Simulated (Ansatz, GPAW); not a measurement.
# A 11-layer slab of Pb(110): work function by functional and basis

How far do functional and basis move the work function of a 11-layer slab of Pb(110)?

Method: Ansatz plane waves; slab in vacuum with a dipole correction, relaxation, in the first sound run; inputs show where later runs differ, in GPAW 26.7.0 and Ansatz 0.2.0.

### 1. Set-up

The cell holds 11 atoms: 11 Pb. Cell: a = 4.950 Å, b = 3.500 Å, c = 31.501 Å, α = 90.0°, β = 90.0°, γ = 90.0°. Vacuum lies along c.

### 2. Relaxation

Forces are removed first; all later runs use this geometry. The lowest 5 atoms are held at bulk positions and keep their forces.

Contents of input.yaml:

```yaml
crystal:
  lattice:
    - [4.95, 0.0, 0.0]
    - [0.0, 3.5001785669, 0.0]
    - [0.0, 0.0, 31.5008928344]
  atoms:
    - { symbol: Pb, position: [0.0, 0.0, 0.2222159237] }
    - { symbol: Pb, position: [0.5, 0.5, 0.277772739] }
    - { symbol: Pb, position: [0.0, 0.0, 0.3333295542] }
    - { symbol: Pb, position: [0.5, 0.5, 0.3888863695] }
    - { symbol: Pb, position: [0.0, 0.0, 0.4444431847] }
    - { symbol: Pb, position: [0.5, 0.5, 0.5] }
    - { symbol: Pb, position: [0.0, 0.0, 0.5555568153] }
    - { symbol: Pb, position: [0.5, 0.5, 0.6111136305] }
    - { symbol: Pb, position: [0.0, 0.0, 0.6666704458] }
    - { symbol: Pb, position: [0.5, 0.5, 0.722227261] }
    - { symbol: Pb, position: [0.0, 0.0, 0.7777840763] }
kpoints:
  mp_grid: { grid: [7, 9, 1] }
hamiltonian:
  xc: pbe
scf:
  occupations: { method: fermi_dirac, width: 0.1 }
efield:
  axis: 3
  dipole_correction: true
  ramp_width: 0.05
relax:
  f_tol: 0.02
  max_steps: 60
  constraints: [{ sites: [0, 1, 2, 3, 4] }]
output:
  write_potential: true
  write_density: true
  volumetric_format: npy
```

The run is started by

```sh
ansatz run input.yaml --threads 4 --pin off --max-ram 8192MiB --backend cpu --events-out ev --progress --plain --runs-dir out
```

Numbers of over 12 decimals in the logs are rounded to 6 here.

The log of the run:

```text
Engine: ansatz 0.2.0, aarch64-unknown-linux-gnu
Pseudopotentials: kind: paw
Pseudopotential: Pb, paw, valence charge 14, recommended cutoff 420 eV (normal), Pb.paw.azcp
Functional definition: PBE
  parameter kappa = 0.804
  parameter beta = 0.066725
  exchange = pbe_x(kappa = kappa, mu = beta*pi^2/3)
  correlation = pbe_c(beta = beta)
Crystal: 11 atoms, lattice volume = 545.781 Å³
Basis set: ecut = 420 eV, 10683 PW (Γ), exchange–correlation on 72×48×432 points (8 copies of the dense FFT grid, shifted against one another)
Bands: 93, of which v1, the nominal top of the filled ones, is band 77 counted from 1 (76 counted from 0)
Symmetry: 4 space group operations
k-points: 20 of 63
Non-local potential: Pb, projectors of the file, l = 0: 2, l = 1: 2, l = 2: 2, l = 3: 2
PAW form: soft (Blöchl's): semilocal exchange-correlation on the pseudo side does not see the compensation charge
PAW one-centre angular grid: Pb, 590 points (default); XC on 64 Gauss nodes
Initial density: superposition of atomic densities (neutral atoms: chi_scale 0, normalization atom), corrected by the library's trained network
Initial wavefunctions: pseudopotential atomic-orbital guess
Functional: x = pbe(κ = 0.804, μ = 0.219515), c = pbe(β = 0.066725)
SCF iter   1: F=—  HF=-130969.777640 eV  |F-HF|=—  |Δ(HF+E_count)|=         —  Δρ=8.53e-4  dr2=7.91e-2  ethr=1.77e-3  p=0.000 e·Å  D=2.11e-14 V/Å  ΔV_dip=-0.00 eV  dr2_dipole=1.27e-6  V_vac-E_F(+/−)=3.59/3.59 eV  ⟨swp⟩=7.0  Hψ=7346  notcnv=0  defer=5
efield: sawtooth ramp at fractional position 0.9750 (placed from the atoms, in the widest stretch of the axis that holds none; the zero of the levels goes with the place), width 0.0500; the density the first Hamiltonian is built on has a dipole p = 0.000 e·Å; the dipole correction subtracts the counter field D = 2.11e-14 V/Å, which shifts the + side's vacuum level by -0.00 eV against the − side's; the planar-averaged density in the ramp window peaks in size at 2.9e-5 e/Å³
preconditioner: auto → LDOS  [metal: Δε(μ)=0.032 eV  Ē_g=15.811 eV  σ=0.100 eV  W_gap=0.08  n_scr=98 (ndim 8)  ℏωp=19.7 eV  f_vac=0.352  D(μ)=6.06/eV (n_scr^D=28)  β→1.0]
SCF iter   2: F=—  HF=-130969.779679 eV  |F-HF|=—  |Δ(HF+E_count)|=   2.04e-3  Δρ=3.59e-4  dr2=2.42e-3  ethr=5.14e-5  p=0.000 e·Å  D=1.87e-5 V/Å  ΔV_dip=-0.00 eV  dr2_dipole=1.46e-6  V_vac-E_F(+/−)=3.67/3.67 eV  ⟨swp⟩=2.6  Hψ=2876  notcnv=0  defer=15
SCF iter   3: F=—  HF=-130969.779972 eV  |F-HF|=—  |Δ(HF+E_count)|=   2.92e-4  Δρ=2.77e-4  dr2=9.23e-4  ethr=1.57e-6  p=-0.000 e·Å  D=-3.21e-6 V/Å  ΔV_dip=0.00 eV  dr2_dipole=4.75e-8  V_vac-E_F(+/−)=3.68/3.68 eV  ⟨swp⟩=2.0  Hψ=3463  notcnv=0  defer=15
SCF iter   4: F=—  HF=-130969.779795 eV  |F-HF|=—  |Δ(HF+E_count)|=   1.77e-4  Δρ=4.72e-5  dr2=2.48e-5  ethr=5.99e-7  p=0.000 e·Å  D=2.97e-7 V/Å  ΔV_dip=-0.00 eV  dr2_dipole=1.39e-9  V_vac-E_F(+/−)=3.68/3.68 eV  ⟨swp⟩=2.0  Hψ=3375  notcnv=0  defer=15
iter 5 did not close the SCF: its close was put off for the readings that it lacked (scf_convergence_deferred on its scf_iter line)
SCF iter   5: F=-130969.779792 eV  HF=-130969.779792 eV  |F-HF|=2.21e-7  |Δ(HF+E_count)|=   2.33e-6  Δρ=1.17e-5  dr2=1.27e-6  ethr=1.61e-8  p=-0.000 e·Å  D=-7.08e-9 V/Å  ΔV_dip=0.00 eV  dr2_dipole=1.45e-10  V_vac-E_F(+/−)=3.68/3.68 eV  ⟨swp⟩=2.0  Hψ=3404  notcnv=0  defer=15
SCF iter   6: F=-130969.779792 eV  HF=-130969.779792 eV  |F-HF|=5.56e-8  |Δ(HF+E_count)|=   1.78e-7  Δρ=4.11e-6  dr2=1.73e-7  ethr=8.25e-10  p=0.000 e·Å  D=2.60e-8 V/Å  ΔV_dip=-0.00 eV  dr2_dipole=9.19e-12  V_vac-E_F(+/−)=3.69/3.69 eV  ⟨swp⟩=9.2  Hψ=15498  notcnv=0
SCF 1 converged in 6 iterations: F = -130969.779792 eV  dr2 = 1.73e-7
  greatest PAW one-centre occupation: 0.979 electrons in one spin orbital (limit 2), on the Pb atom at site 10 (counted from 0), in its partial waves of l = 2
relax step   1: F+E_penalty+E_count = -130969.77979238 eV  Δ(F+E_penalty+E_count) = +0.000e0 eV  max|allowed force component| = 3.499e-1 eV/Å  Δτ_max = 0.0000 Å  (6 SCF iters, dr2 threshold 1.00e-5 eV, accepted)
Initial density: handed on by an earlier stage of this run
Initial wavefunctions: those handed on with the density
iter 1 solved again at ethr=5.23e-5 eV; its pass at ethr=3.10e-3 eV (dr2=8.05e-2 eV) is discarded
SCF iter   1: F=—  HF=-130969.844506 eV  |F-HF|=—  |Δ(HF+E_count)|=         —  Δρ=1.19e-3  dr2=8.17e-2  ethr=5.23e-5  p=0.000 e·Å  D=5.79e-8 V/Å  ΔV_dip=-0.00 eV  dr2_dipole=4.57e-2  V_vac-E_F(+/−)=3.69/3.69 eV  ⟨swp⟩=1.1  Hψ=7083  notcnv=0  defer=8
efield: sawtooth ramp at fractional position 0.9750 (handed on by an earlier solve), width 0.0500; the density the first Hamiltonian is built on has a dipole p = 0.000 e·Å; the dipole correction subtracts the counter field D = 5.79e-8 V/Å, which shifts the + side's vacuum level by -0.00 eV against the − side's; the planar-averaged density in the ramp window peaks in size at 6.0e-6 e/Å³
preconditioner: auto → LDOS  [metal: Δε(μ)=0.039 eV  Ē_g=15.803 eV  σ=0.100 eV  W_gap=0.10  n_scr=98 (ndim 8)  ℏωp=19.7 eV  f_vac=0.349  D(μ)=6.07/eV (n_scr^D=28)  β→1.0]
SCF iter   2: F=—  HF=-130969.841115 eV  |F-HF|=—  |Δ(HF+E_count)|=   3.39e-3  Δρ=4.91e-4  dr2=4.26e-3  ethr=5.23e-5  p=-0.005 e·Å  D=-1.51e-3 V/Å  ΔV_dip=0.05 eV  dr2_dipole=7.15e-4  V_vac-E_F(+/−)=3.73/3.68 eV  ⟨swp⟩=1.2  Hψ=1839  notcnv=0  defer=8
SCF iter   3: F=—  HF=-130969.841318 eV  |F-HF|=—  |Δ(HF+E_count)|=   2.03e-4  Δρ=3.62e-4  dr2=1.27e-3  ethr=2.77e-6  p=-0.002 e·Å  D=-7.12e-4 V/Å  ΔV_dip=0.02 eV  dr2_dipole=1.53e-4  V_vac-E_F(+/−)=3.71/3.69 eV  ⟨swp⟩=2.1  Hψ=3446  notcnv=0  defer=9
SCF iter   4: F=—  HF=-130969.841030 eV  |F-HF|=—  |Δ(HF+E_count)|=   2.88e-4  Δρ=1.26e-4  dr2=1.43e-4  ethr=8.25e-7  p=-0.002 e·Å  D=-5.91e-4 V/Å  ΔV_dip=0.02 eV  dr2_dipole=1.09e-5  V_vac-E_F(+/−)=3.71/3.69 eV  ⟨swp⟩=2.2  Hψ=2857  notcnv=0  defer=11
SCF iter   5: F=—  HF=-130969.840999 eV  |F-HF|=—  |Δ(HF+E_count)|=   3.10e-5  Δρ=3.23e-5  dr2=8.75e-6  ethr=9.30e-8  p=-0.002 e·Å  D=-5.65e-4 V/Å  ΔV_dip=0.02 eV  dr2_dipole=3.43e-8  V_vac-E_F(+/−)=3.70/3.69 eV  ⟨swp⟩=2.1  Hψ=3276  notcnv=0  defer=11
SCF iter   6: F=-130969.840997 eV  HF=-130969.840997 eV  |F-HF|=2.47e-7  |Δ(HF+E_count)|=   1.86e-6  Δρ=6.05e-6  dr2=2.76e-7  ethr=4.97e-9  p=-0.002 e·Å  D=-5.60e-4 V/Å  ΔV_dip=0.02 eV  dr2_dipole=6.14e-8  V_vac-E_F(+/−)=3.70/3.69 eV  ⟨swp⟩=11.8  Hψ=16453  notcnv=0
SCF 2 converged in 6 iterations: F = -130969.840997 eV  dr2 = 2.76e-7
  Residual-converged pass: ⟨swp⟩=1.1  Hψ=1941  notcnv=0  max |occ|·‖R‖ = 7.0e-9 eV (tolerance 1.0e-8 eV)  dr2=2.76e-7  dr2_onsite=2.24e-8  max |Δocc| = 2.0e-11
[...]
SCF iter   4: F=—  HF=-130969.860467 eV  |F-HF|=—  |Δ(HF+E_count)|=   6.47e-4  Δρ=4.04e-5  dr2=2.35e-5  ethr=1.59e-6  p=-0.004 e·Å  D=-1.17e-3 V/Å  ΔV_dip=0.04 eV  dr2_dipole=1.30e-6  V_vac-E_F(+/−)=3.72/3.68 eV  ⟨swp⟩=2.0  Hψ=3328  notcnv=0  defer=21
SCF iter   5: F=—  HF=-130969.860677 eV  |F-HF|=—  |Δ(HF+E_count)|=   2.11e-4  Δρ=1.28e-5  dr2=1.72e-6  ethr=1.52e-8  p=-0.003 e·Å  D=-1.02e-3 V/Å  ΔV_dip=0.03 eV  dr2_dipole=4.02e-7  V_vac-E_F(+/−)=3.71/3.68 eV  ⟨swp⟩=2.0  Hψ=3366  notcnv=0  defer=21
SCF iter   6: F=-130969.860678 eV  HF=-130969.860678 eV  |F-HF|=1.02e-7  |Δ(HF+E_count)|=   3.11e-7  Δρ=3.39e-6  dr2=1.25e-7  ethr=7.98e-10  p=-0.003 e·Å  D=-9.93e-4 V/Å  ΔV_dip=0.03 eV  dr2_dipole=5.08e-8  V_vac-E_F(+/−)=3.71/3.68 eV  ⟨swp⟩=11.1  Hψ=14999  notcnv=0
SCF 3 converged in 6 iterations: F = -130969.860678 eV  dr2 = 1.25e-7
relax step   3: F+E_penalty+E_count = -130969.86067770 eV  Δ(F+E_penalty+E_count) = -1.968e-2 eV  max|allowed force component| = 2.129e-2 eV/Å  Δτ_max = 0.1949 Å  (6 SCF iters, dr2 threshold 1.23e-6 eV, accepted)
[...]
relax step   4: F+E_penalty+E_count = -130969.86026382 eV  Δ(F+E_penalty+E_count) = +4.139e-4 eV  max|allowed force component| = 3.734e-2 eV/Å  Δτ_max = 0.0554 Å  (6 SCF iters, rejected (line search))
[...]
relax step   5: F+E_penalty+E_count = -130969.86128979 eV  Δ(F+E_penalty+E_count) = -6.121e-4 eV  max|allowed force component| = 9.598e-3 eV/Å  Δτ_max = 0.0264 Å  (6 SCF iters, accepted)
SCF iter   1: F=—  HF=-130969.861567 eV  |F-HF|=—  |Δ(HF+E_count)|=         —  Δρ=3.01e-4  dr2=1.95e-3  ethr=1.69e-5  p=-0.003 e·Å  D=-9.29e-4 V/Å  ΔV_dip=0.03 eV  dr2_dipole=8.69e-5  V_vac-E_F(+/−)=3.71/3.68 eV  ⟨swp⟩=4.0  Hψ=4520  notcnv=0  defer=33
efield: sawtooth ramp at fractional position 0.9750 (handed on by an earlier solve), width 0.0500; the density the first Hamiltonian is built on has a dipole p = -0.003 e·Å; the dipole correction subtracts the counter field D = -9.29e-4 V/Å, which shifts the + side's vacuum level by +0.03 eV against the − side's; the planar-averaged density in the ramp window peaks in size at 6.7e-6 e/Å³
preconditioner: auto → LDOS  [metal: Δε(μ)=0.030 eV  Ē_g=15.786 eV  σ=0.100 eV  W_gap=0.08  n_scr=98 (ndim 8)  ℏωp=19.7 eV  f_vac=0.344  D(μ)=6.14/eV (n_scr^D=28)  β→1.0]
SCF iter   2: F=—  HF=-130969.861507 eV  |F-HF|=—  |Δ(HF+E_count)|=   6.07e-5  Δρ=1.38e-4  dr2=9.52e-4  ethr=1.27e-6  p=-0.003 e·Å  D=-1.07e-3 V/Å  ΔV_dip=0.03 eV  dr2_dipole=7.25e-4  V_vac-E_F(+/−)=3.71/3.68 eV  ⟨swp⟩=2.2  Hψ=3466  notcnv=0  defer=33
SCF iter   3: F=—  HF=-130969.861468 eV  |F-HF|=—  |Δ(HF+E_count)|=   3.87e-5  Δρ=4.35e-5  dr2=6.32e-5  ethr=6.18e-7  p=-0.003 e·Å  D=-9.95e-4 V/Å  ΔV_dip=0.03 eV  dr2_dipole=5.45e-5  V_vac-E_F(+/−)=3.71/3.68 eV  ⟨swp⟩=2.3  Hψ=2928  notcnv=0  defer=33
SCF iter   4: F=—  HF=-130969.861679 eV  |F-HF|=—  |Δ(HF+E_count)|=   2.11e-4  Δρ=3.47e-5  dr2=1.20e-5  ethr=4.10e-8  p=-0.003 e·Å  D=-9.70e-4 V/Å  ΔV_dip=0.03 eV  dr2_dipole=3.45e-8  V_vac-E_F(+/−)=3.71/3.67 eV  ⟨swp⟩=2.0  Hψ=3331  notcnv=0  defer=33
SCF iter   5: F=—  HF=-130969.861677 eV  |F-HF|=—  |Δ(HF+E_count)|=   2.88e-6  Δρ=2.64e-6  dr2=1.17e-7  ethr=7.81e-9  p=-0.003 e·Å  D=-9.48e-4 V/Å  ΔV_dip=0.03 eV  dr2_dipole=4.99e-8  V_vac-E_F(+/−)=3.70/3.68 eV  ⟨swp⟩=2.0  Hψ=3365  notcnv=0  defer=33
SCF iter   6: F=-130969.861677 eV  HF=-130969.861677 eV  |F-HF|=2.51e-8  |Δ(HF+E_count)|=   1.87e-8  Δρ=1.11e-6  dr2=1.67e-8  ethr=6.49e-11  p=-0.003 e·Å  D=-9.43e-4 V/Å  ΔV_dip=0.03 eV  dr2_dipole=1.87e-8  V_vac-E_F(+/−)=3.70/3.68 eV  ⟨swp⟩=10.1  Hψ=13521  notcnv=0
SCF 6 converged in 6 iterations: F = -130969.861677 eV  dr2 = 1.67e-8
relax step   6: F+E_penalty+E_count = -130969.86167651 eV  Δ(F+E_penalty+E_count) = -3.867e-4 eV  max|allowed force component| = 1.693e-3 eV/Å  Δτ_max = 0.0336 Å  (6 SCF iters, accepted)
NSCF: frozen V_eff on 20 k-points
the band table was solved once a step of the walk had ended and its energy, with any forces and stress, was formed, with the checks that follow a solve (9083 applications of the Hamiltonian). They found nothing against the state; the energy, forces and stress were not computed again (output.eigenvalues in the input reference)
WARN: The output density's exchange-correlation potential varies sharply where the density is thin. Do not read a vacuum level from v_tot or v_xc, or from such a field of the output density. On a cell that repeats whose density bears no net charge and no dipole along the vacuum's axis use v_es (v_loc + v_h of the components); under efield.dipole_correction with no amplitude use v_es + v_field, which holds any externa [...]
SCF converged after 6 iterations
Free energy (F): -130969.861677 eV
Harris-Foulkes:  -130969.861677 eV  (|F-HF|=2.51e-8)
Internal energy: -130969.661639 eV  (E = F + TS)
E sigma→0 (E₀):  -130969.761658 eV
Entropy (-TS):   -0.200037 eV (-18.185 meV/atom)
Fermi energy:    5.274662 eV
Dipole field:    D = -0.000832 V/Å  (p = -0.002508 e·Å, saw-weighted, corrected)
Work function:   Φ+ = 3.7028 eV   Φ− = 3.6767 eV
Levels:          The Fermi level and band energies are counted from a zero that moves with the ramp; work functions are not
--- Per-component energies (eV) ---
  E_band       = -1276.256284
  E_kinetic    = 3173.759009
  E_local      = -102875.388164  (includes V_loc(G=0)·N_el)
  E_nonlocal   = 3844.811717
  E_hartree    = 49857.881889
  E_xc         = -2425.769827
  E_vxc        = -1453.554354  (∫ρ·V_xc dr)
  E_paw        = -114460.836766  (= ΣΔE_a)
  E_vpaw       = -3681.659659  (= ΣTr[D̂ρ^β])
  E_aug_tail   = 0.000535  (compensation charges beyond the density's cutoff)
  E_efield     = 0.000001  (sawtooth field / dipole correction)
  E_vefield    = 0.019221  (∫n·V_field dr)
  E_ewald      = 31915.879968
  E_smearing   = -0.200037  (= −TS)
  E_closure    = -0.000000  (closes the sum)
  Σ components = -130969.861677   (vs F -130969.861677, Δ=0.00e0)
--- Forces (eV/Å), atoms counted from 1 ---
  atom   1  Pb     0.00000000     0.00000000     0.27114038
  atom   2  Pb     0.00000000     0.00000000    -0.33792160
  atom   3  Pb     0.00000000     0.00000000    -0.12831976
  atom   4  Pb     0.00000000     0.00000000     0.02175756
  atom   5  Pb     0.00000000     0.00000000     0.17420743
  atom   6  Pb     0.00000000     0.00000000    -0.00084834
  atom   7  Pb     0.00000000     0.00000000     0.00041105
  atom   8  Pb     0.00000000     0.00000000    -0.00169344
  atom   9  Pb     0.00000000     0.00000000    -0.00080928
  atom  10  Pb     0.00000000     0.00000000     0.00096946
  atom  11  Pb     0.00000000     0.00000000     0.00109074
  max |Σ_I F_I| component: 1.58e-5 eV/Å
--- Band table (eV; the first three rows and the last of 20) ---
  k-point 0: bands = [... 73 lower, 4.5152, 4.6472, 5.0162, 5.6648, 5.7546, 6.1792, 6.4730, 6.9980, ... 12 higher]
  k-point 1: bands = [... 73 lower, 4.5967, 4.8072, 5.0720, 5.7697, 5.8944, 6.2150, 6.3458, 6.5393, ... 12 higher]
  k-point 2: bands = [... 73 lower, 4.4510, 4.5561, 4.6910, 5.2711, 5.3934, 5.5119, 5.9319, 6.0787, ... 12 higher]
  k-point 19: bands = [... 73 lower, 2.9639, 3.3917, 3.4960, 3.6736, 4.2239, 4.4635, 4.7976, 5.0425, ... 12 higher]
--- Relaxed structure (6 steps of the walk, 5 accepted, 0 SCFs on fresh bases) ---
  F+E_penalty+E_count = -130969.86167651 eV   max|allowed force component| = 1.693e-3 eV/Å
  atoms:
    - { symbol: Pb, position: [0.0, 0.0, 0.222216] }
    - { symbol: Pb, position: [0.500000, 0.500000, 0.277773] }
    - { symbol: Pb, position: [0.0, 0.0, 0.333330] }
    - { symbol: Pb, position: [0.500000, 0.500000, 0.388886] }
    - { symbol: Pb, position: [0.0, 0.0, 0.444443] }
    - { symbol: Pb, position: [0.500000, 0.500000, 0.504267] }
    - { symbol: Pb, position: [0.0, 0.0, 0.561641] }
    - { symbol: Pb, position: [0.500000, 0.500000, 0.621373] }
    - { symbol: Pb, position: [0.0, 0.0, 0.677300] }
    - { symbol: Pb, position: [0.500000, 0.500000, 0.736302] }
    - { symbol: Pb, position: [0.0, 0.0, 0.784875] }
```

Elapsed: 4.9 min, on 4 threads of Arm Neoverse N1, shared host; peak memory 1.6 GiB; 19 min of CPU time.

Relaxation path:

| step | energy less that of the first step (eV) | largest force component (eV/Å) |
| --- | --- | --- |
| 1 | 0.0000 | 0.3499 |
| 2 | -0.0612 | 0.1402 |
| 3 | -0.0809 | 0.0213 |
| 4 | -0.0805 | 0.0373 |
| 5 | -0.0815 | 0.0096 |
| 6 | -0.0819 | 0.0017 |

Relaxation step 4 was tried and not accepted.

Forces are held to the 4 operations that the run works with; a distortion that breaks them can't arise in this run.

The atoms that moved most (Å):

| atom | dx | dy | dz | length |
| --- | --- | --- | --- | --- |
| Pb10 | 0.000 | 0.000 | 0.443 | 0.443 |
| Pb9 | 0.000 | 0.000 | 0.335 | 0.335 |
| Pb8 | 0.000 | 0.000 | 0.323 | 0.323 |
| Pb11 | 0.000 | 0.000 | 0.223 | 0.223 |
| Pb7 | 0.000 | 0.000 | 0.192 | 0.192 |
| Pb6 | 0.000 | 0.000 | 0.134 | 0.134 |

Final coordinates:

```cif
data_structure
_symmetry_space_group_name_H-M 'P 1'
_symmetry_Int_Tables_number 1
_cell_length_a 4.9500
_cell_length_b 3.5002
_cell_length_c 31.5009
_cell_angle_alpha 90.000
_cell_angle_beta 90.000
_cell_angle_gamma 90.000
_cell_volume 545.78
loop_
_atom_site_label
_atom_site_type_symbol
_atom_site_fract_x
_atom_site_fract_y
_atom_site_fract_z
_atom_site_occupancy
Pb1 Pb 0.00000 0.00000 0.22222 1
Pb2 Pb 0.50000 0.50000 0.27777 1
Pb3 Pb 0.00000 0.00000 0.33333 1
Pb4 Pb 0.50000 0.50000 0.38889 1
Pb5 Pb 0.00000 0.00000 0.44444 1
Pb6 Pb 0.50000 0.50000 0.50427 1
Pb7 Pb 0.00000 0.00000 0.56164 1
Pb8 Pb 0.50000 0.50000 0.62137 1
Pb9 Pb 0.00000 0.00000 0.67730 1
Pb10 Pb 0.50000 0.50000 0.73630 1
Pb11 Pb 0.00000 0.00000 0.78488 1
```

Numbers from this step:

```
free energy             : -130969.8617 eV
smearing term TS        : 0.2000 eV
symmetry operations     : 4
upper work function     : 3.703 eV
lower work function     : 3.677 eV
dipole along the normal : -0.002508 e·Å
dipole field            : -8.32e-4 V/Å
vacuum level above      : 8.977 eV
vacuum level below      : 8.951 eV
```

The electrostatic potential energy of an electron (with the applied field's), less the Fermi level, planar mean oscillates, so the rows of the table below give means over windows of 1.75 Å about each position, cut where the curve ends. Its maxima inside the range that stand out by 2 % of the span (Å: eV): 7.9: -3.93, 9.6: -4.00, 11.4: -4.04, 13.1: -4.03, 14.9: -2.68, 16.8: -3.37, 18.7: -2.64, 20.4: -3.89, 22.3: -2.86. Its minima: 7.1: -6.16, 8.8: -6.30, 10.5: -6.44, 12.3: -6.44, 13.9: -6.33, 15.9: -6.26, 17.6: -6.26, 19.7: -6.31, 21.3: -6.32, 23.5: -6.70.

The electrostatic potential energy of an electron (with the applied field's), less the Fermi level, planar mean by z; means over each step:

z (Å), electrostatic potential energy of an electron (with the applied field's), less the Fermi level, planar mean (eV) and a bar from the least value:
```
     0.88       3.68 ##############################
     2.62       3.67 ##############################
     4.38       3.57 ##############################
     6.12      -0.98 ################
     7.88      -5.42 ###
     9.62      -5.51 ###
    11.38      -5.57 ###
    13.12      -5.55 ###
    14.88      -4.81 #####
    16.62      -5.20 ####
    18.38      -4.85 #####
    20.12      -5.43 ###
    21.88      -4.99 ####
    23.62      -6.48 
    25.38      -2.24 #############
    27.12       3.54 ##############################
    28.88       3.70 ##############################
    30.62       3.70 ##############################
```

The valence density, planar mean oscillates, so the rows of the table below give means over windows of 1.75 Å about each position, cut where the curve ends. Its maxima inside the range that stand out by 2 % of the span (Å: e/Å³): 7.0: 0.678, 8.8: 0.694, 10.5: 0.693, 12.3: 0.693, 14.0: 0.689, 15.9: 0.686, 17.6: 0.683, 19.5: 0.686, 21.3: 0.686, 23.2: 0.701, 24.6: 0.682. Its minima: 7.9: 0.255, 9.6: 0.256, 11.4: 0.257, 13.1: 0.256, 14.9: 0.218, 16.8: 0.237, 18.7: 0.215, 20.4: 0.254, 22.3: 0.224, 23.9: 0.349.

Valence density, planar mean against z; means over each step:

z (Å), valence density, planar mean (e/Å³) and a bar:
```
     2.62      0.000 
     4.38      0.003 
     6.12      0.231 #############
     7.88      0.459 ##########################
     9.62      0.462 ###########################
    11.38      0.462 ###########################
    13.12      0.461 ###########################
    14.88      0.412 ########################
    16.62      0.440 #########################
    18.38      0.420 ########################
    20.12      0.456 ##########################
    21.88      0.434 #########################
    23.62      0.520 ##############################
    25.38      0.316 ##################
    27.12      0.005 
    28.88      0.000 
    30.62      0.000
```

The relaxation lowered the energy of the cell by 0.0819 eV.

(Part 1 of 3 ends here.)

[Logs are printed without paths, hosts, clocks, repeated set-up lines and the standing remarks that a program may print on its own settings, such as how far it seeks lower states.]

[Hosts, paths, dates, database ids (printed as entryN), source tags and the programs' standing remarks are cut or masked in the printed files.]
